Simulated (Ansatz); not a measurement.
# Al (Fm-3m, 1 atom in the cell): converging a phonon calculation, part 2 of 3

Aim: how dense must the meshes and how high the cutoff be for the phonons of Al (Fm-3m, 1 atom in the cell)?

Ansatz 0.2.0; DFT PBEsol, scalar-relativistic, plane waves, PAW.

So far, highest frequency on the path or at a solved wavevector (cm⁻¹): step 3 (the dispersion) 331; step 4 (q mesh 2×2×2) 331. The relaxed cell has a = 4.014 Å (conventional setting).

## Step 7: Comparing the runs

Times are for 4 threads of Arm Neoverse V2, shared host. The runs compared:

```
no.  q mesh    k-mesh  mean frequency (cm⁻¹)  lowest frequency on the path (cm⁻¹)     time  memory (GiB)
  1   2×2×2  20×20×20                    210                                    0    6.3 s          0.69
  2   3×3×3  21×21×21                    215                                    0     19 s           1.2
  3   6×6×6  24×24×24                    213                                    0  3.5 min           3.0
```

The runs together. The phonon density of states by wavenumber; read off at these points; values in 1/cm⁻¹/cell:

```
wavenumber (cm⁻¹)  2×2×2, 20×20×20  3×3×3, 21×21×21  6×6×6, 24×24×24
                2                0                0                0
               12           3.0e-5           4.0e-5           3.0e-5
               22           1.5e-4           1.7e-4           1.2e-4
               28           2.3e-4           2.5e-4           1.8e-4
               38           4.5e-4           4.9e-4           3.7e-4
               48           7.5e-4           7.8e-4           6.1e-4
               58          0.00113          0.00115           9.4e-4
               62          0.00136          0.00136          0.00114
               72           0.0019          0.00185          0.00159
               82          0.00257          0.00241          0.00212
               92          0.00337          0.00307          0.00273
              102          0.00443          0.00386          0.00345
              108          0.00504          0.00429           0.0039
              118          0.00655           0.0053          0.00496
              128          0.00863          0.00659          0.00647
              138           0.0122          0.00821           0.0091
              148           0.0173           0.0105           0.0179
              152           0.0177           0.0120           0.0175
              162           0.0184           0.0185           0.0172
              172           0.0191           0.0198           0.0175
              182           0.0197           0.0204           0.0187
              188           0.0200           0.0208           0.0201
              198           0.0206           0.0219           0.0231
              208          0.00994           0.0169           0.0152
              218          0.00992           0.0125           0.0123
              228          0.00986           0.0100           0.0102
              232          0.00977          0.00997           0.0101
              242          0.00947          0.00989           0.0101
              252           0.0089          0.00956          0.00992
              262          0.00799           0.0089          0.00949
              272          0.00513          0.00693          0.00762
              278          0.00644          0.00539          0.00734
              288           0.0171           0.0132           0.0196
              298           0.0216           0.0262           0.0283
              302           0.0238           0.0272           0.0190
              308           0.0182           0.0182           0.0142
              312           0.0132           0.0131           0.0107
              322          0.00724          0.00574           0.0035
              332           5.0e-5          0.00217                0
```

The runs together, line C_V. The C_V by temperature; values in J/mol-atom/K:

```
temperature (K)  2×2×2, 20×20×20  3×3×3, 21×21×21  6×6×6, 24×24×24
              0                0                0                0
             50             3.81             3.46             3.48
            100             12.7             12.3             12.4
            150             17.8             17.6             17.7
            200             20.5             20.3             20.4
            250             21.9             21.8             21.9
            300             22.8             22.7             22.7
            350             23.3             23.3             23.3
            400             23.7             23.6             23.7
            450             23.9             23.9             23.9
            500             24.1             24.1             24.1
            550             24.3             24.2             24.3
            600             24.4             24.4             24.4
            650             24.5             24.4             24.4
            700             24.5             24.5             24.5
            750             24.6             24.6             24.6
            800             24.6             24.6             24.6
            850             24.7             24.6             24.7
            900             24.7             24.7             24.7
            950             24.7             24.7             24.7
           1000             24.7             24.7             24.7
```

## Step 8: Another k mesh, k-mesh 6×6×6, q mesh 2×2×2

The k mesh is changed to 6×6×6 on a small fixed q mesh, to find the coarsest that serves.

Contents of input.yaml:

```yaml
crystal:
  lattice:
    - [0.0, 2.0068801597, 2.0068801597]
    - [2.0068801597, 0.0, 2.0068801597]
    - [2.0068801597, 2.0068801597, 0.0]
  atoms:
    - { symbol: Al, position: [0.0, 0.0, 0.0] }
kpoints:
  mp_grid: { grid: [6, 6, 6] }
hamiltonian:
  xc: pbesol
scf:
  occupations: { method: methfessel_paxton, width: 0.15 }
output:
  eigenvalues: true
phonons:
  method: dfpt
  qmesh: [2, 2, 2]
  temperatures: { t_max: 1000, t_step: 50 }
  qpath:
    path:
      - [[0.0, 0.0, 0.0], [0.5, 0.0, 0.5], [0.625, 0.25, 0.625]]
      - [[0.375, 0.375, 0.75], [0.0, 0.0, 0.0], [0.5, 0.5, 0.5], [0.5, 0.25, 0.75], [0.5, 0.0, 0.5]]
    npoints: 10
```

Started as:

```bash
$ ansatz run input.yaml --threads 4 --pin off --max-ram 7168MiB --backend cpu --events-out ev --progress --plain --runs-dir out
```

Numbers of over 12 decimals in the logs are rounded to 6 here.

Output:

```text
[...]
Crystal: 1 atoms, lattice volume = 16.166 Å³
Basis set: ecut = 420 eV, 331 PW (Γ), exchange–correlation on 40×40×40 points (8 copies of the dense FFT grid, shifted against one another)
Bands: 6, of which v1, the nominal top of the filled ones, is band 2 counted from 1 (1 counted from 0)
Symmetry: 48 space group operations
k-points: 16 of 216
[...]
SCF iter   1: F=—  HF=-524.612838 eV  |F-HF|=—  |Δ(HF+E_count)|=         —  Δρ=1.99e-3  dr2=5.36e-4  ethr=1.77e-3  ⟨swp⟩=4.8  Hψ=810  notcnv=0
[...]
SCF iter   6: F=-524.612720 eV  HF=-524.612720 eV  |F-HF|=1.02e-12  |Δ(HF+E_count)|=  5.12e-12  S|Δr|=    0.00e0  Δρ=1.44e-7  dr2=3.52e-12  ethr=1.00e-12  ⟨swp⟩=5.6  Hψ=342  notcnv=0
SCF 1 converged in 6 iterations: F = -524.612720 eV  dr2 = 3.52e-12
[...]
SCF converged after 6 iterations
[...]
Free energy (F): -524.612720 eV
[...]
Internal energy: -524.610452 eV  (E = F + TS)
E sigma→0 (E₀):  -524.612153 eV
Entropy (-TS):   -0.002269 eV (-2.269 meV/atom)
Fermi energy:    8.495009 eV
[...]
--- Band table (eV; the first three rows and the last of 16) ---
[...]
ASR residual: 7.880e-6 → 0.000e0 eV/Å²; symmetrization residual: 9.622e-16 eV/Å²
  ASR residual per site (eV/Å²): 7.88e-6
  Γ frequencies (cm⁻¹): 0.00 0.00 0.00
--- Phonons (arbitrary-q DFPT): 3 irreducible q on the 2×2×2 mesh ---
[...]
interpolated dispersion: 62 rows × 3 modes
[...]
```

It took 0.72 s on 4 threads of Arm Neoverse V2, shared host; peak memory 0.29 GiB.

The run finished; it serves as a test, and its numbers are not taken as the result.

## Step 9: Another k mesh, k-mesh 10×10×10, q mesh 2×2×2

The k mesh is changed to 10×10×10 on a small fixed q mesh, to find the coarsest that serves.

Changes to input.yaml since step 8:

```diff
@@ -8,3 +8,3 @@
 kpoints:
-  mp_grid: { grid: [6, 6, 6] }
+  mp_grid: { grid: [10, 10, 10] }
 hamiltonian:
```

Output:

```text
[...]
Crystal: 1 atoms, lattice volume = 16.166 Å³
Basis set: ecut = 420 eV, 331 PW (Γ), exchange–correlation on 40×40×40 points (8 copies of the dense FFT grid, shifted against one another)
Bands: 6, of which v1, the nominal top of the filled ones, is band 2 counted from 1 (1 counted from 0)
Symmetry: 48 space group operations
k-points: 47 of 1000
[...]
SCF iter   1: F=—  HF=-524.529057 eV  |F-HF|=—  |Δ(HF+E_count)|=         —  Δρ=9.92e-4  dr2=1.13e-4  ethr=1.77e-3  ⟨swp⟩=4.8  Hψ=2371  notcnv=0
[...]
SCF iter   6: F=-524.529055 eV  HF=-524.529055 eV  |F-HF|=3.41e-13  |Δ(HF+E_count)|=  6.37e-12  S|Δr|=    0.00e0  Δρ=3.57e-8  dr2=1.09e-13  ethr=1.00e-12  ⟨swp⟩=5.2  Hψ=946  notcnv=0
SCF 1 converged in 6 iterations: F = -524.529055 eV  dr2 = 1.09e-13
[...]
SCF converged after 6 iterations
[...]
Free energy (F): -524.529055 eV
[...]
Internal energy: -524.527068 eV  (E = F + TS)
E sigma→0 (E₀):  -524.528558 eV
Entropy (-TS):   -0.001986 eV (-1.986 meV/atom)
Fermi energy:    8.225450 eV
[...]
--- Band table (eV; the first three rows and the last of 47) ---
[...]
ASR residual: 7.193e-6 → 0.000e0 eV/Å²; symmetrization residual: 4.570e-15 eV/Å²
  ASR residual per site (eV/Å²): 7.19e-6
  Γ frequencies (cm⁻¹): 0.00 0.00 0.00
--- Phonons (arbitrary-q DFPT): 3 irreducible q on the 2×2×2 mesh ---
[...]
interpolated dispersion: 62 rows × 3 modes
[...]
```

Wall time 1.3 s (4 threads); peak memory 0.36 GiB; 4 s of CPU time.

The run finished; it serves as a test, and its numbers are not taken as the result.

## Step 10: Another k mesh, k-mesh 16×16×16, q mesh 2×2×2

The k mesh is changed to 16×16×16 on a small fixed q mesh, to find the coarsest that serves.

Changes to input.yaml since step 9:

```diff
@@ -8,3 +8,3 @@
 kpoints:
-  mp_grid: { grid: [10, 10, 10] }
+  mp_grid: { grid: [16, 16, 16] }
 hamiltonian:
```

Output:

```text
[...]
Crystal: 1 atoms, lattice volume = 16.166 Å³
Basis set: ecut = 420 eV, 331 PW (Γ), exchange–correlation on 40×40×40 points (8 copies of the dense FFT grid, shifted against one another)
Bands: 6, of which v1, the nominal top of the filled ones, is band 2 counted from 1 (1 counted from 0)
Symmetry: 48 space group operations
k-points: 145 of 4096
[...]
E sigma→0 (E₀):  -524.553918 eV
Entropy (-TS):   0.000613 eV (0.613 meV/atom)
Fermi energy:    8.130562 eV
[...]
--- Band table (eV; the first three rows and the last of 145) ---
[...]
ASR residual: 7.185e-10 → 0.000e0 eV/Å²; symmetrization residual: 4.385e-15 eV/Å²
  ASR residual per site (eV/Å²): 7.18e-10
  Γ frequencies (cm⁻¹): 0.00 0.00 0.00
--- Phonons (arbitrary-q DFPT): 3 irreducible q on the 2×2×2 mesh ---
[...]
interpolated dispersion: 62 rows × 3 modes
[...]
[key lines of the parts left out:]
SCF converged after 6 iterations
Free energy (F): -524.553765 eV
```

The job ended after 3.6 s (4 threads; peak memory 0.49 GiB).

Against step 4 (now k-mesh 16×16×16), the lowest mode on the q mesh (acoustic modes at Γ apart) goes from 142 cm⁻¹ to 145 cm⁻¹ and the highest frequency on the path or at a solved wavevector goes from 331 cm⁻¹ to 336 cm⁻¹.

## Step 11: Another k mesh, q mesh 2×2×2

The k mesh is changed to 20×20×20 on a small fixed q mesh, to find the coarsest that serves.

Changes to input.yaml since step 10:

```diff
@@ -8,3 +8,3 @@
 kpoints:
-  mp_grid: { grid: [16, 16, 16] }
+  mp_grid: { grid: [20, 20, 20] }
 hamiltonian:
```

Output:

```text
[...]
Crystal: 1 atoms, lattice volume = 16.166 Å³
Basis set: ecut = 420 eV, 331 PW (Γ), exchange–correlation on 40×40×40 points (8 copies of the dense FFT grid, shifted against one another)
Bands: 6, of which v1, the nominal top of the filled ones, is band 2 counted from 1 (1 counted from 0)
Symmetry: 48 space group operations
k-points: 256 of 8000
[...]
E sigma→0 (E₀):  -524.547608 eV
Entropy (-TS):   -0.000305 eV (-0.305 meV/atom)
Fermi energy:    8.153243 eV
[...]
--- Band table (eV; the first three rows and the last of 256) ---
[...]
ASR residual: 1.857e-6 → 0.000e0 eV/Å²; symmetrization residual: 4.441e-15 eV/Å²
  ASR residual per site (eV/Å²): 1.86e-6
  Γ frequencies (cm⁻¹): 0.00 0.00 0.00
--- Phonons (arbitrary-q DFPT): 3 irreducible q on the 2×2×2 mesh ---
[...]
interpolated dispersion: 62 rows × 3 modes
[...]
[key lines of the parts left out:]
SCF converged after 6 iterations
Free energy (F): -524.547684 eV
```

The job ended after 6.6 s (4 threads; peak memory 0.68 GiB).

Frequencies (cm⁻¹) solved at each irreducible wavevector; negative means imaginary. Frequencies by wavevector, by row:

```
q in reciprocal lattice units  star  mode 1  mode 2  mode 3
                        0 0 0     1       0       0       0
                     0 0 -0.5     4   142.4   142.4   330.5
                  0 -0.5 -0.5     3   200.1   200.1   330.8
```

Against step 10 (now k-mesh 20×20×20), the lowest mode on the q mesh (acoustic modes at Γ apart) goes from 145 cm⁻¹ to 142 cm⁻¹ and the highest frequency on the path or at a solved wavevector goes from 336 cm⁻¹ to 331 cm⁻¹.

## Step 12: Another k mesh, k-mesh 30×30×30, q mesh 2×2×2

The k mesh is changed to 30×30×30 on a small fixed q mesh, to find the coarsest that serves.

Changes to input.yaml since step 11:

```diff
@@ -8,3 +8,3 @@
 kpoints:
-  mp_grid: { grid: [20, 20, 20] }
+  mp_grid: { grid: [30, 30, 30] }
 hamiltonian:
```

Output:

```text
[...]
Crystal: 1 atoms, lattice volume = 16.166 Å³
Basis set: ecut = 420 eV, 331 PW (Γ), exchange–correlation on 40×40×40 points (8 copies of the dense FFT grid, shifted against one another)
Bands: 6, of which v1, the nominal top of the filled ones, is band 2 counted from 1 (1 counted from 0)
Symmetry: 48 space group operations
k-points: 752 of 27000
[...]
E sigma→0 (E₀):  -524.548862 eV
Entropy (-TS):   0.000169 eV (0.169 meV/atom)
Fermi energy:    8.123268 eV
[...]
--- Band table (eV; the first three rows and the last of 752) ---
[...]
ASR residual: 2.799e-6 → 0.000e0 eV/Å²; symmetrization residual: 4.737e-15 eV/Å²
  ASR residual per site (eV/Å²): 2.80e-6
  Γ frequencies (cm⁻¹): 0.00 0.00 0.00
--- Phonons (arbitrary-q DFPT): 3 irreducible q on the 2×2×2 mesh ---
[...]
interpolated dispersion: 62 rows × 3 modes
[...]
[key lines of the parts left out:]
SCF converged after 6 iterations
Free energy (F): -524.548820 eV
```

Elapsed: 21 s, on 4 threads; peak memory 1.7 GiB; 72 s of CPU time.

Against step 4 (now k-mesh 30×30×30), the lowest mode on the q mesh (acoustic modes at Γ apart) goes from 142 cm⁻¹ to 144 cm⁻¹.

## Step 13: Side by side

Times are for 4 threads of Arm Neoverse V2, shared host. The series side by side:

```
no.    k-mesh  lowest mode on the q mesh (acoustic modes at Γ apart) (cm⁻¹)  highest frequency on the path or at a solved wavevector (cm⁻¹)   time  memory (GiB)
  1  16×16×16                                                         144.7                                                           335.7  3.6 s          0.49
  2  20×20×20                                                         142.4                                                           330.8  6.6 s          0.68
  3  30×30×30                                                         144.2                                                           329.6   21 s           1.7
```

The runs together. Table of phonon density of states by wavenumber; read off at these points; values in 1/cm⁻¹/cell:

```
wavenumber (cm⁻¹)  16×16×16  20×20×20  30×30×30
                2         0         0         0
               18    7.0e-5    7.0e-5    7.0e-5
               32    3.1e-4    3.3e-4    3.2e-4
               52    8.9e-4    9.4e-4    9.0e-4
               68   0.00154   0.00162   0.00156
               82   0.00243   0.00257   0.00248
               98   0.00364   0.00388   0.00374
              112   0.00536   0.00574   0.00553
              132   0.00918    0.0101   0.00961
              148    0.0165    0.0173    0.0173
              162    0.0177    0.0184    0.0184
              178    0.0187    0.0193    0.0194
              192    0.0198    0.0203    0.0204
              202    0.0208    0.0114    0.0149
              208    0.0111   0.00994    0.0101
              228    0.0101   0.00986    0.0100
              242   0.00979   0.00947   0.00965
              258   0.00907   0.00853    0.0087
              272   0.00657   0.00513   0.00521
              288    0.0161    0.0171    0.0176
              302    0.0235    0.0238    0.0240
              308    0.0205    0.0182    0.0171
              322   0.00719   0.00724   0.00666
              338    2.0e-5         -         -
```

The runs together, line C_V. The C_V by temperature; values in J/mol-atom/K:

```
temperature (K)  16×16×16  20×20×20  30×30×30
              0         0         0         0
             50      3.66      3.81      3.75
            100      12.5      12.7      12.6
            150      17.7      17.8      17.8
            200      20.4      20.5      20.5
            250      21.9      21.9      21.9
            300      22.7      22.8      22.8
            350      23.3      23.3      23.3
            400      23.7      23.7      23.7
            450      23.9      23.9      23.9
            500      24.1      24.1      24.1
            550      24.3      24.3      24.3
            600      24.4      24.4      24.4
            650      24.4      24.5      24.5
            700      24.5      24.5      24.5
            750      24.6      24.6      24.6
            800      24.6      24.6      24.6
            850      24.6      24.7      24.7
            900      24.7      24.7      24.7
            950      24.7      24.7      24.7
           1000      24.7      24.7      24.7
```

## Step 14: Another cutoff, cutoff 170 eV, q mesh 2×2×2

The cutoff is set to 170 eV on a small fixed q mesh.

Changes to input.yaml since step 12:

```diff
@@ -8,3 +8,3 @@
 kpoints:
-  mp_grid: { grid: [30, 30, 30] }
+  mp_grid: { grid: [20, 20, 20] }
 hamiltonian:
@@ -24 +24,3 @@
     npoints: 10
+basis:
+  ecutwfc: 170
```

Output:

```text
Warning: basis.ecutwfc = 170 eV is below the records' recommended 420 eV, and the density's cutoff is lower with it unless basis.ecutrho_ratio is high enough to keep the records' density cutoff: compare with a run at a higher cutoff
[...]
Crystal: 1 atoms, lattice volume = 16.166 Å³
Basis set: ecut = 170 eV, 65 PW (Γ), exchange–correlation on 30×30×30 points (8 copies of the dense FFT grid, shifted against one another)
Bands: 6, of which v1, the nominal top of the filled ones, is band 2 counted from 1 (1 counted from 0)
Symmetry: 48 space group operations
k-points: 256 of 8000
[...]
SCF iter   1: F=—  HF=-524.124665 eV  |F-HF|=—  |Δ(HF+E_count)|=         —  Δρ=4.30e-3  dr2=8.74e-4  ethr=1.77e-3  ⟨swp⟩=5.1  Hψ=12482  notcnv=0
[...]
SCF iter   7: F=-524.125157 eV  HF=-524.125157 eV  |F-HF|=1.14e-13  |Δ(HF+E_count)|=  9.89e-12  S|Δr|=    0.00e0  Δρ=4.25e-8  dr2=3.10e-13  ethr=1.00e-12  ⟨swp⟩=5.1  Hψ=4809  notcnv=0
SCF 1 converged in 7 iterations: F = -524.125157 eV  dr2 = 3.10e-13
[...]
SCF converged after 7 iterations
[...]
Free energy (F): -524.125157 eV
[...]
Internal energy: -524.125168 eV  (E = F + TS)
E sigma→0 (E₀):  -524.125160 eV
Entropy (-TS):   0.000011 eV (0.011 meV/atom)
Fermi energy:    8.332536 eV
[...]
--- Band table (eV; the first three rows and the last of 256) ---
[...]
ASR residual: 1.690e-4 → 0.000e0 eV/Å²; symmetrization residual: 6.430e-16 eV/Å²
  ASR residual per site (eV/Å²): 1.69e-4
  Γ frequencies (cm⁻¹): 0.00 0.00 0.00
--- Phonons (arbitrary-q DFPT): 3 irreducible q on the 2×2×2 mesh ---
[...]
interpolated dispersion: 62 rows × 3 modes
[...]
```

Run time: 3.5 s. Hardware: 4 threads; peak memory 0.47 GiB.

The run finished; it serves as a test, and its numbers are not taken as the result.

## Step 15: Another cutoff, cutoff 230 eV, q mesh 2×2×2

The cutoff is set to 230 eV on a small fixed q mesh.

Changes to input.yaml since step 14:

```diff
@@ -25,2 +25,2 @@
 basis:
-  ecutwfc: 170
+  ecutwfc: 230
```

Output:

```text
[...]
Crystal: 1 atoms, lattice volume = 16.166 Å³
Basis set: ecut = 230 eV, 137 PW (Γ), exchange–correlation on 30×30×30 points (8 copies of the dense FFT grid, shifted against one another)
Bands: 6, of which v1, the nominal top of the filled ones, is band 2 counted from 1 (1 counted from 0)
Symmetry: 48 space group operations
k-points: 256 of 8000
[...]
SCF iter   1: F=—  HF=-524.358584 eV  |F-HF|=—  |Δ(HF+E_count)|=         —  Δρ=2.75e-3  dr2=2.87e-4  ethr=1.77e-3  ⟨swp⟩=4.7  Hψ=12598  notcnv=0
[...]
SCF iter   7: F=-524.358934 eV  HF=-524.358934 eV  |F-HF|=2.27e-13  |Δ(HF+E_count)|=  7.73e-12  S|Δr|=    0.00e0  Δρ=1.36e-8  dr2=3.10e-14  ethr=1.00e-12  ⟨swp⟩=4.0  Hψ=3365  notcnv=0
SCF 1 converged in 7 iterations: F = -524.358934 eV  dr2 = 3.10e-14
[...]
SCF converged after 7 iterations
[...]
Free energy (F): -524.358934 eV
[...]
Internal energy: -524.358775 eV  (E = F + TS)
E sigma→0 (E₀):  -524.358894 eV
Entropy (-TS):   -0.000159 eV (-0.159 meV/atom)
Fermi energy:    8.224155 eV
[...]
--- Band table (eV; the first three rows and the last of 256) ---
[...]
ASR residual: 2.106e-5 → 0.000e0 eV/Å²; symmetrization residual: 4.441e-16 eV/Å²
  ASR residual per site (eV/Å²): 2.11e-5
  Γ frequencies (cm⁻¹): 0.00 0.00 0.00
--- Phonons (arbitrary-q DFPT): 3 irreducible q on the 2×2×2 mesh ---
[...]
interpolated dispersion: 62 rows × 3 modes
[...]
```

Wall time 4.1 s (4 threads); peak memory 0.51 GiB; 13 s of CPU time.

The run finished; it serves as a test, and its numbers are not taken as the result.

[end of part 2 of 3]

[Logs are printed without paths, hosts, clocks, repeated set-up lines and the standing remarks that a program may print on its own settings, such as how far it seeks lower states.]

[Hosts, paths, dates, database ids (printed as entryN), source tags and the programs' standing remarks are cut or masked in the printed files.]
